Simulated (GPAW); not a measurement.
Consider MgNi3C (Pm-3m).

```xyz
5
Lattice="3.8089 0.0000 0.0000 0.0000 3.8089 0.0000 0.0000 0.0000 3.8089" Properties=species:S:1:pos:R:3 pbc="T T T"
Ni    1.9044    1.9044    0.0000
Ni    1.9044    0.0000    1.9044
Ni    0.0000    1.9044    1.9044
Mg    0.0000    0.0000    0.0000
C     1.9044    1.9044    1.9044
```

Absorber: atom 4, with 12 Ni at 2.69 Å (cuboctahedral, site symmetry m-3m). Method: GPAW, LDA, excited-electron core hole (neutral cell), 10-atom cell with 5.4 Å between holes, 8×8×8 k points, dipole transitions, Gaussian full width 0.9 eV up to 4 eV, rising linearly to 3.5 eV at 25 eV.

**Question.** What does the Mg K edge look like?

Main maxima up to 24 eV above the zero (height): 3.7 eV (2.09) and 15.7 eV (1.78). A K edge sees empty p states on the absorber. The total-energy difference is 1293.95 eV. The tabulated edge of the element is 1303 eV. The functional leaves an error in such absolute values: in the free atom LDA prices this hole 6.5 eV below PBE (computed apart), and PBE is itself good to a few eV.

The Mg K spectrum (energy from the lowest empty level; intensity scaled to a mean of 1 over the first 20 eV):

```tsv
E (eV)	intensity
-2.0	0.00
-1.5	0.00
-1.0	0.00
-0.5	0.02
0.0	0.12
0.5	0.18
1.0	0.19
1.5	0.34
2.0	0.60
2.5	0.91
3.0	1.47
3.5	2.01
4.0	1.99
4.5	1.52
5.0	1.20
5.5	1.01
6.0	0.90
6.5	0.71
7.0	0.53
7.5	0.49
8.0	0.54
8.5	0.63
9.0	0.73
9.5	0.77
10.0	0.75
10.5	0.74
11.0	0.75
11.5	0.76
12.0	0.78
12.5	0.83
13.0	0.92
13.5	1.05
14.0	1.24
14.5	1.45
15.0	1.65
15.5	1.77
16.0	1.76
16.5	1.63
17.0	1.44
17.5	1.24
18.0	1.10
18.5	1.01
19.0	0.95
19.5	0.89
20.0	0.82
20.5	0.74
21.0	0.67
21.5	0.63
22.0	0.59
22.5	0.57
23.0	0.55
23.5	0.53
24.0	0.50
24.5	0.47
25.0	0.44
25.5	0.41
26.0	0.39
26.5	0.38
27.0	0.37
27.5	0.37
28.0	0.36
28.5	0.36
29.0	0.35
29.5	0.33
30.0	0.32
30.5	0.32
31.0	0.33
31.5	0.36
32.0	0.42
```

The hole lies in one spin channel, while the script sums the empty states of both and takes the lower zero; where the two channels are split, this blurs and shifts the curve. The starting moments shrank to 0.00 μB or less, so this is hardly a magnetic state. The holes are only 5.4 Å apart, so the shape is probably not converged with cell size; no larger cell was run here. The structure is a published determination, not relaxed.

[Banner, clock and machine lines of the logs are left out without a mark of their own.]

[Logs are printed without paths, hosts, clocks, repeated set-up lines and the standing remarks that a program may print on its own settings, such as how far it seeks lower states.]

[Hosts, paths, dates, database ids (printed as entryN), source tags and the programs' standing remarks are cut or masked in the printed files.]

[Lists of maxima count a maximum above −3 eV only where it reaches 4 % of the highest in the window and stands out from its surroundings by 2 % of it (1.5 % where it reaches 55 %); shoulders and weaker maxima are passed over, and of the rest the first, up to two pre-edge ones and the few strongest are named.]
